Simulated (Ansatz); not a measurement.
# 1T-VSe2 monolayer in a perpendicular field, part 3 of 3

Wanted: the out-of-plane response of the 1T-VSe2 monolayer. A positive field points along +c.

Ansatz 0.2.0; plane-wave DFT, r2SCAN-D4, Ansatz PAW.

So far. Step 7 (Single point, field -0.2 V/Å): The dipole is -0.0581 e·Å. Step 8 (Atoms held, field 0.35 V/Å): The dipole is 0.102 e·Å.

**9. Response, atoms held**

This step: plane-wave DFT, r2SCAN-D4, Ansatz PAW; response to a field along the normal, atoms held (Ansatz 0.2.0).

The dipoles give the slope, and the difference of two potentials shows where the field is screened.

This step gave:

| Quantity | Value |
| --- | --- |
| equivalent conductor thickness p/(ε₀AE) | 5.249 Å |
| distance between the outer atoms | 3.076 Å |

Table of dipole of the cell by applied field:

```tsv
applied field (V/Å)	dipole of the cell (e·Å)
-0.200	-0.0581
-0.100	-0.0291
0.000	0
0.100	0.0291
0.200	0.0581
0.350	0.102
```

The total moment stays at 1.08 μB for applied field from -0.2 to 0.35 V/Å.

Local field over the applied field, running mean. From the potentials at -0.1 and 0.1 V/Å; running mean over 2.5 Å. Local field over applied field against z:

```tsv
z (Å)	local field over applied field
4.5	0.999
5.0	0.997
5.5	0.989
6.0	0.967
6.5	0.911
7.0	0.798
7.5	0.637
8.0	0.460
8.5	0.285
9.0	0.147
9.5	0.0744
10.0	0.0452
10.5	0.0318
11.0	0.0421
11.5	0.0686
12.0	0.131
12.5	0.261
13.0	0.433
13.5	0.610
14.0	0.776
14.5	0.898
15.0	0.961
15.5	0.987
16.0	0.996
16.5	0.999
```

Electrons, planar mean, per unit field. The induced electron density by z:

```tsv
z (Å)	induced electron density (e/Å³ per V/Å)
4.5	4.1e-6
5.0	1.4e-5
5.5	4.5e-5
6.0	1.5e-4
6.5	4.4e-4
7.0	0.00120
7.5	0.00263
8.0	0.00362
8.5	0.00172
9.0	7.0e-4
9.5	6.4e-4
10.0	-8.3e-4
10.5	-8.5e-5
11.0	8.4e-4
11.5	-4.6e-4
12.0	-6.8e-4
12.5	-0.00139
13.0	-0.00353
13.5	-0.00287
14.0	-0.00138
14.5	-5.2e-4
15.0	-1.7e-4
15.5	-5.4e-5
16.0	-1.6e-5
16.5	-4.9e-6
```

By hand: between -0.1 and 0.1 V/Å the dipole changes by 0.05810 e·Å, a slope of 0.2905 e·Å²/V. A perfect conductor of thickness t has p = ε₀AEt, so t = 180.95 × 0.2905 / 10.016 = 5.25 Å (e/ε₀ = 180.95 V·Å, A in Å²).

The induced dipole is that of a conductor 5.25 Å thick.

**10. Relaxing in the field, field 0.1 V/Å**

This step: plane-wave DFT, r2SCAN-D4, Ansatz PAW (Ansatz 0.2.0).

Now the atoms may follow the field. A weak field makes forces of meV/Å to tens of meV/Å, so the force tolerance is set well below the usual one.

The input, input.yaml:

```yaml
crystal:
  lattice:
    - [3.4007268713, 0.0, 0.0]
    - [-1.7003634356, 2.9451158619, 0.0]
    - [0.0, 0.0, 21.0758122232]
  atoms:
    - { symbol: Se, position: [0.6666666667, 0.3333333333, 0.4270298058], spin: -0.13 }
    - { symbol: V, position: [0.0, 0.0, 0.5], spin: 1.25 }
    - { symbol: Se, position: [0.3333333333, 0.6666666667, 0.5729701942], spin: -0.13 }
magnetization:
  spin_polarized: true
kpoints:
  mp_grid: { grid: [12, 12, 1] }
hamiltonian:
  xc: r2scan
  dispersion: d4
scf:
  occupations: { method: fermi_dirac, width: 0.05 }
  convergence: { dr2_threshold: 1.0e-10 }
efield:
  axis: 3
  dipole_correction: true
  ramp_position: 0.9478
  ramp_width: 0.1044
  amplitude: 0.1
relax:
  f_tol: 0.001
  max_steps: 60
output:
  write_potential: true
  write_density: true
  volumetric_format: npy
```

Run with:

```bash
$ ansatz run input.yaml --threads 4 --pin off --max-ram 12288MiB --backend cpu --events-out ev --progress --plain --runs-dir out
```

Numbers of over 12 decimals in the logs are rounded to 6 here.

The log of the run:

```text
[...]
Crystal: 3 atoms, lattice volume = 211.086 Å³
Basis set: ecut = 500 eV, 5393 PW (Γ), exchange–correlation on 100×100×640 points (64 copies of the dense FFT grid, shifted against one another)
Bands: 28, of which v1, the nominal top of the filled ones, is band 23 counted from 1 (22 counted from 0)
Symmetry: 6 space group operations
k-points: 19 of 144 (time reversal used)
[...]
Starting moments: Σ|m| = 1.51 μB on 3 of 3 sites
[...]
SCF iter  20: F=-13876.038222 eV  HF=-13876.038222 eV  |F-HF|=2.51e-10  |Δ(HF+E_count)|=    0.00e0  Δρ=1.12e-7 (↑5.18e-8 ↓1.12e-7)  dr2=1.76e-11  dr2_τ=6.37e-13  dr2_m=1.15e-11  M=1.092 μB ∫|m|=1.852 μB  ethr=1.00e-12  p=0.029 e·Å  D=2.49e-2 V/Å  ΔV_dip=-0.52 eV  dr2_dipole=4.93e-14  V_vac-E_F(+/−)=5.93/4.63 eV  ⟨swp⟩=5.2  Hψ=5311  notcnv=0
SCF 1 converged in 20 iterations: F = -13876.038222 eV  dr2 = 1.76e-11
[...]
relax step   1: F+E_penalty+E_count = -13876.03822153 eV  Δ(F+E_penalty+E_count) = +0.000e0 eV  max|allowed force component| = 7.553e-3 eV/Å  Δτ_max = 0.0000 Å  (20 SCF iters, accepted)
[...]
SCF iter   8: F=-13876.038223 eV  HF=-13876.038223 eV  |F-HF|=4.91e-11  |Δ(HF+E_count)|=  1.62e-10  Δρ=2.49e-8 (↑2.49e-8 ↓2.42e-8)  dr2=8.13e-12  dr2_τ=3.95e-14  dr2_m=2.94e-14  M=1.092 μB ∫|m|=1.852 μB  ethr=1.00e-12  p=0.029 e·Å  D=2.49e-2 V/Å  ΔV_dip=-0.53 eV  dr2_dipole=1.60e-12  V_vac-E_F(+/−)=5.93/4.63 eV  ⟨swp⟩=5.0  Hψ=4463  notcnv=0
SCF 2 converged in 8 iterations: F = -13876.038223 eV  dr2 = 8.13e-12
relax step   2: F+E_penalty+E_count = -13876.03822349 eV  Δ(F+E_penalty+E_count) = -1.958e-6 eV  max|allowed force component| = 7.745e-4 eV/Å  Δτ_max = 0.0003 Å  (8 SCF iters, accepted)
[...]
the band table was solved once a step of the walk had ended and its energy, with any forces and stress, was formed, with the checks that follow a solve (4649 applications of the Hamiltonian). They found nothing against the state; the energy, forces and stress were not computed again (output.eigenvalues in the input reference)
[...]
SCF iter   2: F=-13876.038223 eV  HF=-13876.038223 eV  |F-HF|=1.82e-12  |Δ(HF+E_count)|=  7.28e-12  Δρ=2.01e-8 (↑2.01e-8 ↓1.73e-8)  dr2=2.03e-12  dr2_τ=3.08e-14  dr2_m=4.06e-14  M=1.092 μB ∫|m|=1.852 μB  ethr=1.00e-12  p=0.029 e·Å  D=2.49e-2 V/Å  ΔV_dip=-0.53 eV  dr2_dipole=1.78e-13  V_vac-E_F(+/−)=5.93/4.63 eV  ⟨swp⟩=5.0  Hψ=4020  notcnv=0
SCF 3 converged in 2 iterations: F = -13876.038223 eV  dr2 = 2.03e-12
[...]
SCF converged after 2 iterations
[...]
Magnetization: 1.0923 μB (23.0461 up, 21.9539 down)
Absolute magnetization: 1.8359 μB (∫|ρ↑−ρ↓|, with the PAW one-centre terms)
[...]
Per-site moments (μB) at R_I (Å): [(-0.131170, 1.028902), (1.250911, 1.028663), (-0.130790, 1.028663)]
Free energy (F): -13876.038223 eV
[...]
Internal energy: -13876.027337 eV  (E = F + TS)
E sigma→0 (E₀):  -13876.032780 eV
Entropy (-TS):   -0.010886 eV (-3.629 meV/atom)
Fermi energy:    -0.796159 eV
Dipole field:    D = 0.024933 V/Å  (p = 0.029085 e·Å, saw-weighted, corrected)
Work function:   not extracted (applied field tilts the vacuum); planar V_es + V_field profile in the machine report
[...]
--- Forces (eV/Å), atoms counted from 1 ---
  atom   1  Se     0.00000000     0.00000000    -0.00039564
  atom   2  V     -0.00000000    -0.00000000     0.00077517
  atom   3  Se     0.00000000    -0.00000000    -0.00037825
  max |Σ_I F_I| component: 1.29e-6 eV/Å
--- Band table (eV; the first three rows and the last of 38) ---
  k-point 0 ↑: bands = [... 19 lower, -2.6600, -1.7509, -1.7509, -1.2036, -0.0380, -0.0380, 2.5357, 2.5357, ... 1 higher]
  k-point 1 ↑: bands = [... 19 lower, -2.4244, -1.9544, -1.8837, -1.3368, -0.1895, 0.0068, 2.0839, 2.4370, ... 1 higher]
  k-point 2 ↑: bands = [... 19 lower, -2.9172, -2.1442, -2.1046, -1.5217, -0.2973, 0.0163, 1.4041, 2.2526, ... 1 higher]
  k-point 18 ↓: bands = [... 19 lower, -4.1488, -3.4840, -3.4619, 0.9970, 1.1820, 1.1832, 2.1490, 2.1542, ... 1 higher]
--- Relaxed structure (2 steps of the walk, 2 accepted, 0 SCFs on fresh bases) ---
  F+E_penalty+E_count = -13876.03822349 eV   max|allowed force component| = 7.745e-4 eV/Å
  atoms:
    - { symbol: Se, position: [0.666667, 0.333333, 0.427023] }
    - { symbol: V, position: [0, 0, 0.500015] }
    - { symbol: Se, position: [0.333333, 0.666667, 0.572963] }
```

Wall time 30 s (4 threads of Intel Xeon Platinum 8488C (Sapphire Rapids), shared host); peak memory 1.1 GiB.

No atom moved by 0.005 Å in the relaxation.

This step gave:

```yaml
energy_at_zero_smearing: -13876.0328 eV
total_moment: 1.092 μB
site_moments: -0.1312, 1.251, -0.1308 μB
dipole_along_the_normal: 0.02909 e·Å
```

The relaxation took 2 steps and lowered the energy by 2.0e-6 eV; the largest force on the free atoms ends at 7.7e-4 eV/Å.

The dipole is 0.0291 e·Å.

**11. Relaxing in the field, field -0.1 V/Å**

The opposite sign, again from the field-free geometry; the difference of the two cancels what relaxes without a field.

input.yaml, as its differences from that of step 10:

```diff
@@ -24,3 +24,3 @@
   ramp_width: 0.1044
-  amplitude: 0.1
+  amplitude: -0.1
 relax:
```

The log of the run:

```text
[...]
Crystal: 3 atoms, lattice volume = 211.086 Å³
Basis set: ecut = 500 eV, 5393 PW (Γ), exchange–correlation on 100×100×640 points (64 copies of the dense FFT grid, shifted against one another)
Bands: 28, of which v1, the nominal top of the filled ones, is band 23 counted from 1 (22 counted from 0)
Symmetry: 6 space group operations
[...]
--- Relaxed structure (2 steps of the walk, 2 accepted, 0 SCFs on fresh bases) ---
  F+E_penalty+E_count = -13876.03822349 eV   max|allowed force component| = 7.745e-4 eV/Å
  atoms:
    - { symbol: Se, position: [0.666667, 0.333333, 0.427037] }
    - { symbol: V, position: [0, 0, 0.499985] }
    - { symbol: Se, position: [0.333333, 0.666667, 0.572977] }
[key lines of the parts left out:]
SCF converged after 2 iterations
Magnetization: 1.0923 μB (23.0461 up, 21.9539 down)
Free energy (F): -13876.038223 eV
Fermi energy:    -0.796159 eV
Dipole field:    D = -0.024933 V/Å  (p = -0.029085 e·Å, saw-weighted, corrected)
```

Elapsed: 29 s, on 4 threads; peak memory 1.1 GiB; 1.9 min of CPU time.

No atom moved by 0.005 Å in the relaxation.

This step gave:

* site moments: -0.1308, 1.251, -0.1312 μB
* dipole along the normal: -0.02908 e·Å

The relaxation took 2 steps and lowered the energy by 2.0e-6 eV; the largest force on the free atoms ends at 7.7e-4 eV/Å.

The dipole is -0.0291 e·Å.

**12. Response, atoms relaxed**

This step: plane-wave DFT, r2SCAN-D4, Ansatz PAW; response to a field along the normal, atoms relaxed (Ansatz 0.2.0).

The same analysis on the two relaxed runs holds the ionic part too; their mesh is coarser, so small differences from the held value can come from that.

This step gave:

```yaml
equivalent_conductor_thickness_p_eps_0ae: 5.255 Å
```

Dipole of the cell against applied field:

```tsv
applied field (V/Å)	dipole of the cell (e·Å)
-0.1000	-0.0291
0.1000	0.0291
```

The total moment stays at 1.09 μB for applied field from -0.1 to 0.1 V/Å.

Local field over the applied field, running mean. From the potentials at -0.1 and 0.1 V/Å; running mean over 2.5 Å. The local field over applied field by z:

```tsv
z (Å)	local field over applied field
4.08	1.000
4.48	0.999
4.74	0.998
5.14	0.995
5.53	0.988
5.80	0.979
6.19	0.950
6.59	0.893
6.85	0.832
7.24	0.719
7.51	0.633
7.90	0.498
8.30	0.369
8.56	0.290
8.96	0.168
9.35	0.0931
9.62	0.0593
10.01	0.0182
10.41	0.0177
10.67	0.0177
11.06	0.0182
11.46	0.0593
11.72	0.0931
12.12	0.168
12.51	0.290
12.78	0.369
13.17	0.498
13.57	0.633
13.83	0.719
14.23	0.832
14.49	0.893
14.88	0.950
15.28	0.979
15.54	0.988
15.94	0.995
16.33	0.998
16.60	0.999
16.99	1.000
```

The induced electron density oscillates, so the rows of the table below give means over windows of 0.92 Å about each position, cut where the curve ends. Its maxima inside the range that stand out by 2 % of the span (Å: e/Å³ per V/Å): 8.69: 0.00675, 9.62: -0.00220, 10.93: 0.00795, 11.86: 0.00589. Its minima: 9.22: -0.00589, 10.14: -0.00795, 11.46: 0.00220, 12.38: -0.00675.

Electrons, planar mean, per unit field. The induced electron density by z; means over each step:

```tsv
z (Å)	induced electron density (e/Å³ per V/Å)
4.54	5.5e-6
5.46	5.0e-5
6.38	4.0e-4
7.30	0.00216
8.22	0.00434
9.14	-7.4e-4
10.06	-0.00494
10.98	0.00486
11.90	0.00102
12.82	-0.00442
13.74	-0.00225
14.66	-4.3e-4
15.58	-5.4e-5
16.50	-6.0e-6
```

The induced dipole is that of a conductor 5.25 Å thick.

**13. A changed input**

This step: plane-wave DFT, r2SCAN-D4, Ansatz PAW (Ansatz 0.2.0).

A run with a changed input: it repeats the earlier run at 0.1 V/Å with scf.eigensolver.kind to davidson and accuracy to low.

input.yaml, the sections that differ from step 11:

```yaml
kpoints:
  mp_grid: { grid: [18, 18, 1] }
  band_path:
    path: [[0, 0, 0], [0.5, 0, 0], [0.33333333, 0.33333333, 0], [0, 0, 0]]
    npoints: 16
scf:
  occupations: { method: fermi_dirac, width: 0.05 }
  convergence: { dr2_threshold: 1.0e-10 }
  eigensolver: { kind: davidson }
efield:
  axis: 3
  dipole_correction: true
  ramp_position: 0.9478
  ramp_width: 0.1044
  amplitude: 0.1
accuracy: low
# crystal, magnetization, hamiltonian, output: as in step 11
# relax: removed
```

The log of the run:

```text
settings of this run that can trade accuracy for cost: accuracy: low. Do not mix this run's numbers with those of runs without the same settings; the input reference describes each key
[...]
Crystal: 3 atoms, lattice volume = 211.086 Å³
Basis set: ecut = 500 eV, 5393 PW (Γ), exchange–correlation on 75×75×480 points (27 copies of the dense FFT grid, shifted against one another)
Bands: 28, of which v1, the nominal top of the filled ones, is band 23 counted from 1 (22 counted from 0)
Symmetry: 6 space group operations
k-points: 37 of 324 (time reversal used)
[...]
Starting moments: Σ|m| = 1.51 μB on 3 of 3 sites
[...]
SCF iter   1: F=—  HF=-13876.031506 eV  |F-HF|=—  |Δ(HF+E_count)|=         —  Δρ=1.83e-2 (↑1.83e-2 ↓1.30e-2)  dr2=2.08e0  dr2_τ=1.47e-2  dr2_m=4.06e-2  M=0.892 μB ∫|m|=1.333 μB  β_m=1.00  ethr=2.68e-3  p=0.000 e·Å  D=2.86e-14 V/Å  ΔV_dip=-0.00 eV  dr2_dipole=1.88e-2  V_vac-E_F(+/−)=7.12/5.30 eV  ⟨swp⟩=7.0  Hψ=11624  notcnv=0
[...]
eigensolver tolerance schedule calibrated: the retry pair's looser diagonalisation under-reported the residual by θ = 0.42 (0.27/decade); ethr = c·dr2/N_el runs at the constant in force after the calibration composes with the one it found (an armed cap, an earlier calibration), c = 1.4e-2
[...]
SCF iter   2: F=—  HF=-13874.332845 eV  |F-HF|=—  |Δ(HF+E_count)|=    1.70e0  Δρ=6.19e-3 (↑6.03e-3 ↓6.19e-3)  dr2=2.96e-1  dr2_τ=6.81e-3  dr2_m=1.77e-2  M=0.974 μB ∫|m|=1.460 μB  β_m=1.00  ethr=6.50e-4  p=0.017 e·Å  D=1.45e-2 V/Å  ΔV_dip=-0.31 eV  dr2_dipole=2.80e-3  V_vac-E_F(+/−)=5.77/4.25 eV  ⟨swp⟩=5.9  Hψ=6845  notcnv=0  defer=42  κ⁻¹=1.0e0(r=1)
[...]
SCF iter  21: F=-13876.037772 eV  HF=-13876.037772 eV  |F-HF|=2.15e-10  |Δ(HF+E_count)|=  2.36e-11  Δρ=5.14e-8 (↑4.84e-8 ↓5.14e-8)  dr2=8.08e-13  dr2_τ=2.26e-13  dr2_m=4.31e-12  M=1.082 μB ∫|m|=1.846 μB  ethr=1.00e-12  p=0.029 e·Å  D=2.49e-2 V/Å  ΔV_dip=-0.52 eV  dr2_dipole=5.67e-15  V_vac-E_F(+/−)=5.93/4.64 eV  ⟨swp⟩=2.6  Hψ=3821  notcnv=0
SCF 1 converged in 21 iterations: F = -13876.037772 eV  dr2 = 8.08e-13
[...]
SCF converged after 21 iterations
Magnetization: 1.0819 μB (23.0410 up, 21.9590 down)
Absolute magnetization: 1.8298 μB (∫|ρ↑−ρ↓|, with the PAW one-centre terms)
[...]
Per-site moments (μB) at R_I (Å): [(-0.131736, 1.028783), (1.243977, 1.028783), (-0.131737, 1.028783)]
Free energy (F): -13876.037772 eV
[...]
Internal energy: -13876.026986 eV  (E = F + TS)
E sigma→0 (E₀):  -13876.032379 eV
Entropy (-TS):   -0.010785 eV (-3.595 meV/atom)
Fermi energy:    -0.798515 eV
Dipole field:    D = 0.024903 V/Å  (p = 0.029051 e·Å, saw-weighted, corrected)
Work function:   not extracted (applied field tilts the vacuum); planar V_es + V_field profile in the machine report
[...]
--- Band table (eV; the first three rows and the last of 74) ---
  k-point 0 ↑: bands = [... 19 lower, -2.6592, -1.7469, -1.7469, -1.2041, -0.0356, -0.0356, 2.5361, 2.5361, ... 1 higher]
  k-point 1 ↑: bands = [... 19 lower, -2.5256, -1.8301, -1.8097, -1.2695, -0.1187, -0.0120, 2.3122, 2.4893, ... 1 higher]
  k-point 2 ↑: bands = [... 19 lower, -2.3843, -2.1021, -1.9646, -1.4040, -0.2431, 0.0263, 1.8333, 2.3756, ... 1 higher]
  k-point 36 ↓: bands = [... 19 lower, -4.1482, -3.4849, -3.4630, 0.9941, 1.1716, 1.1726, 2.1444, 2.1488, ... 1 higher]
[...]
```

The job ended after 46 s (4 threads; peak memory 1.1 GiB).

```tsv
quantity	this run	earlier run	difference
dipole along the normal (e·Å)	0.02905	0.02905	1.4e-8
total moment (μB)	1.082	1.082	9.7e-8
```

Nothing in the table moves by 0.01 in its unit (for the dipole 0.5 % and 5e-5 e·Å).

The change did no harm here.

**14. Varying the input**

Another changed input: it repeats the earlier run at 0.1 V/Å with scf.mixing.algorithm to msr1, scf.mixing.beta to 0.2 and kpoints.mp_grid.grid from [18, 18, 1] to [14, 14, 1].

input.yaml, as its differences from that of step 13:

```diff
@@ -12,3 +12,3 @@
 kpoints:
-  mp_grid: { grid: [18, 18, 1] }
+  mp_grid: { grid: [14, 14, 1] }
   band_path:
@@ -22,3 +22,3 @@
   convergence: { dr2_threshold: 1.0e-10 }
-  eigensolver: { kind: davidson }
+  mixing: { algorithm: msr1, beta: 0.2 }
 efield:
@@ -33,2 +33 @@
   volumetric_format: npy
-accuracy: low
```

The log of the run:

```text
[...]
Crystal: 3 atoms, lattice volume = 211.086 Å³
Basis set: ecut = 500 eV, 5393 PW (Γ), exchange–correlation on 100×100×640 points (64 copies of the dense FFT grid, shifted against one another)
Bands: 28, of which v1, the nominal top of the filled ones, is band 23 counted from 1 (22 counted from 0)
Symmetry: 6 space group operations
k-points: 24 of 196 (time reversal used)
[...]
Starting moments: Σ|m| = 1.51 μB on 3 of 3 sites
[...]
SCF iter  18: F=-13876.038194 eV  HF=-13876.038194 eV  |F-HF|=1.09e-11  |Δ(HF+E_count)|=  2.73e-11  Δρ=3.81e-8 (↑3.81e-8 ↓1.22e-8)  dr2=3.32e-12  dr2_τ=3.41e-14  dr2_m=8.75e-13  M=1.080 μB ∫|m|=1.848 μB  ethr=1.00e-12  p=0.029 e·Å  D=2.49e-2 V/Å  ΔV_dip=-0.52 eV  dr2_dipole=1.03e-13  V_vac-E_F(+/−)=5.93/4.64 eV  ⟨swp⟩=5.8  Hψ=4179  notcnv=0
SCF 1 converged in 18 iterations: F = -13876.038194 eV  dr2 = 3.32e-12
[...]
SCF converged after 18 iterations
Magnetization: 1.0802 μB (23.0401 up, 21.9599 down)
Absolute magnetization: 1.8317 μB (∫|ρ↑−ρ↓|, with the PAW one-centre terms)
[...]
Per-site moments (μB) at R_I (Å): [(-0.132412, 1.028783), (1.244342, 1.028783), (-0.132418, 1.028783)]
Free energy (F): -13876.038194 eV
[...]
Internal energy: -13876.028061 eV  (E = F + TS)
E sigma→0 (E₀):  -13876.033128 eV
Entropy (-TS):   -0.010132 eV (-3.377 meV/atom)
Fermi energy:    -0.799862 eV
Dipole field:    D = 0.024903 V/Å  (p = 0.029050 e·Å, saw-weighted, corrected)
Work function:   not extracted (applied field tilts the vacuum); planar V_es + V_field profile in the machine report
[...]
--- Band table (eV; the first three rows and the last of 48) ---
  k-point 0 ↑: bands = [... 19 lower, -2.6587, -1.7498, -1.7498, -1.2024, -0.0346, -0.0346, 2.5365, 2.5365, ... 1 higher]
  k-point 1 ↑: bands = [... 19 lower, -2.4648, -1.8941, -1.8501, -1.3053, -0.1578, 0.0010, 2.1872, 2.4617, ... 1 higher]
  k-point 2 ↑: bands = [... 19 lower, -2.6182, -2.1265, -2.0695, -1.4711, -0.2807, 0.0312, 1.5651, 2.3031, ... 1 higher]
  k-point 23 ↓: bands = [... 19 lower, -4.1096, -3.4862, -3.4478, 0.8896, 1.1990, 1.2132, 1.9820, 2.3494, ... 1 higher]
```

Elapsed: 27 s, on 4 threads; peak memory 1.2 GiB; 1.7 min of CPU time.

```tsv
quantity	this run	earlier run	difference
dipole along the normal (e·Å)	0.02905	0.02905	-8.3e-7
total moment (μB)	1.080	1.082	-0.0017
```

Nothing in the table moves by 0.01 in its unit (for the dipole 0.5 % and 5e-5 e·Å). The run took 18 SCF cycles against 21.

The change did no harm here.

**15. What came out**

- gap without field: none
- work function, upper face: 5.32 eV
- equivalent conductor thickness, atoms held: 5.25 Å
- equivalent conductor thickness, atoms relaxed: 5.25 Å

The induced dipole equals that of a perfect conductor 5.25 Å thick, while the outer atoms lie 3.08 Å apart. There is no gap over 0.03 eV, with or without the field. For an open d or f shell that can be the fault of a semilocal functional without a Hubbard term. The magnetic order is the one reached from the typed start; other orders were not compared. Spin-orbit coupling is left out.

[Logs are printed without paths, hosts, clocks, repeated set-up lines and the standing remarks that a program may print on its own settings, such as how far it seeks lower states.]

[Hosts, paths, dates, database ids (printed as entryN), source tags and the programs' standing remarks are cut or masked in the printed files.]

[Maps of the electrostatic potential energy from Ansatz leave out the sawtooth potential of an applied field or a dipole correction, so their vacuum need not be flat; planar profiles and work functions include it.]
